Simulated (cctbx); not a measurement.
# From intensities to atoms

Cell a = 7.2650 Å, b = 7.2650 Å, c = 11.7360 Å, α = 90.00°, β = 90.00°, γ = 120.00°; space group P-6m2 (no. 187); content Sb1 Mo1 Ca14.

The data are simulated with cctbx, not measured: Cu Kα, λ = 1.54184 Å, to d = 0.83 Å, 70 % of the full sphere, strongest reflection 20000 counts, noise from counting, a 2 % proportional error and a noise floor of 4 counts (s.d.); no absorption.

1 earlier start (other random phases, and plain and normalised amplitudes in turn) led nowhere (symmetry correlation 0.87).

Charge flipping in P1 on plain amplitudes to 0.9 Å, δ = 1.1 σ, 10 % of the reflections treated as weak, 600 cycles:

```text
cycle      R  skewness
    0  0.501     0.46
   50  0.240     4.05
  100  0.245     4.13
  150  0.226     4.01
  200  0.234     4.04
  250  0.226     3.97
  300  0.238     3.94
  350  0.230     3.95
  400  0.229     4.05
  450  0.217     3.96
  500  0.224     3.98
  550  0.221     3.98
origin shift          correlation  skewness
 0.172  0.253  0.180      0.918      3.06
 0.172  0.253  0.430      0.917      3.09
 0.005  0.420  0.180      0.918      2.82
 0.005  0.420  0.430      0.917      2.84
taken: symmetry correlation 0.917, skewness 3.09
peak      x       y       z  mult  height/sigma
Q1    0.1672  0.3344  0.2445    6     12.1
Q2    0.0000  0.0000  0.5000    1     11.4
Q3    0.0000  0.0000  0.0000    1      9.6
Q4    0.6667  0.3333  0.2439    2      6.1
Q5    0.3333  0.6667  0.5000    1      5.8
Q6    0.0013  0.5007  0.5000    3      4.9
Q7    0.3333  0.6667  0.0000    1      4.6
Q8    0.9992  0.4996  0.0000    3      4.3
Q9    0.3341  0.1671  0.5000    3      3.7
Q10   0.2337  0.4673  0.0000    3      3.4
Q11   0.2057  0.6029  0.1553    6      3.2
```

The origin is taken among those within 0.04 of the best correlation, by the skewness of the map.

Run time: 0.69 s on 1 thread of Arm Neoverse V1, on a shared host, peak memory 0.08 GiB.

Q: Assign the peaks.

Heights follow Z only loosely here, so the multiplicities, which must add up to the content, decide. First model: Q1 = Ca1 (6 in the cell, height 12.1), Q2 = Sb1 (1 in the cell, height 11.4), Q3 = Mo1 (1 in the cell, height 9.6), Q4 = Ca2 (2 in the cell, height 6.1), Q6 = Ca3 (3 in the cell, height 4.9) and Q8 = Ca4 (3 in the cell, height 4.3). Against the true structure, Q1 is Ca, Q2 is Sb, Q3 is Mo, Q4 is Ca, Q6 is Ca and Q8 is Ca; the other peaks are not atoms.

Least squares on F², isotropic:

```text
Rint 0.028, 441 unique reflections to 0.83 A
cycle     R1     wR2    GooF  max shift (A)
   1  0.1200  0.2301   8.390   0.06344
   4  0.0236  0.0540   1.970   0.00000
final R1 0.0236 wR2 0.0540 GooF 1.970  parameters 11  data/parameter 40.1
atom        x        y        z      Ueq    occ   su(xyz)  su(Uiso or U11)
Ca1    0.16652  0.33305  0.23985   0.0080  1.000  0.00016  0.0002
Sb1    0.00000  0.00000  0.50000   0.0086  1.000  0.00000  0.0002
Mo1    0.00000  0.00000  0.00000   0.0091  1.000  0.00000  0.0003
Ca2    0.66667  0.33333  0.24365   0.0126  1.000  0.00022  0.0004
Ca3   -0.00706  0.49647  0.50000   0.0160  1.000  0.00153  0.0005
Ca4    0.99872  0.49936  0.00000   0.0131  1.000  0.00146  0.0004
difference map: max 1.22 min -2.13 rms 0.11
Q1    0.0863  0.0431  0.0000    3    1.23  0.54 A from Mo1
Q2    0.0005  0.5002  0.5000    3    0.87  0.05 A from Ca3
Q3    0.0074  0.4453  0.0000    6    0.64  0.43 A from Ca4
Q4    0.1274  0.2547  0.2593    6    0.61  0.54 A from Ca1
Q5    0.0000  0.0000  0.0989    2    0.56  1.16 A from Mo1
```

Anisotropic refinement:

```text
Rint 0.028, 441 unique reflections to 0.83 A
cycle     R1     wR2    GooF  max shift (A)
   1  0.0237  0.0542   2.001   0.03467
   2  0.0132  0.0259   0.957   0.00011
final R1 0.0132 wR2 0.0259 GooF 0.957  parameters 21  data/parameter 21.0
atom        x        y        z      Ueq    occ   su(xyz)  su(Uiso or U11)
Ca1    0.16663  0.33327  0.23976   0.0079  1.000  0.00010  0.0002
Sb1    0.00000  0.00000  0.50000   0.0088  1.000  0.00000  0.0001
Mo1    0.00000  0.00000  0.00000   0.0093  1.000  0.00000  0.0002
Ca2    0.66667  0.33333  0.24410   0.0130  1.000  0.00015  0.0003
Ca3   -0.00153  0.49923  0.50000   0.0154  1.000  0.00118  0.0004
Ca4    1.00264  0.50132  0.00000   0.0129  1.000  0.00109  0.0004
Flack x: -0.002(16)
Hooft y: -0.008(19)  Bijvoet pairs: 192
difference map: max 0.23 min -0.37 rms 0.06
Q1    0.3333  0.6667  0.0526    2    0.24  2.17 A from Ca4
Q2    0.0894  0.5447  0.3075    6    0.20  2.04 A from Ca1
Q3    0.6157  0.2315  0.5000    3    0.19  1.45 A from Ca3
Q4    0.6667  0.3333  0.4206    2    0.18  2.07 A from Ca2
Q5    0.3333  0.6667  0.5000    1    0.18  2.11 A from Ca3
Q6    0.4478  0.2239  0.5000    3    0.18  1.84 A from Ca3
```

**Reading.** The refinement ends at R1 = 0.0132, wR2 = 0.0259, GooF = 0.96, with difference density between -0.37 and 0.23 e/Å³. Every site matches the true model in element, within 0.002 Å r.m.s., up to an allowed shift of origin or inversion. Flack x = -0.002 with s.u. 0.016: x is within 3 s.u. of 0, so the absolute structure is right.

True model:

```
atom  mult.       x       y       z  Ueq (Å²)
 Sb1      1       0       0     1/2    0.0087
 Mo1      1       0       0       0    0.0095
 Ca1      2     2/3     1/3  0.7560    0.0125
 Ca2      6  0.6667     5/6  0.7602    0.0079
 Ca3      3  0.5007  0.4993     1/2    0.0156
 Ca4      3  0.4991  0.5009       0    0.0128
```

The model was made for the exercise: a known structure type with other elements put in, its volume estimated, not relaxed; displacement parameters are assumed.

[Middle refinement cycles are left out of these outputs.]

[Logs are printed without paths, hosts, clocks, repeated set-up lines and the standing remarks that a program may print on its own settings, such as how far it seeks lower states.]
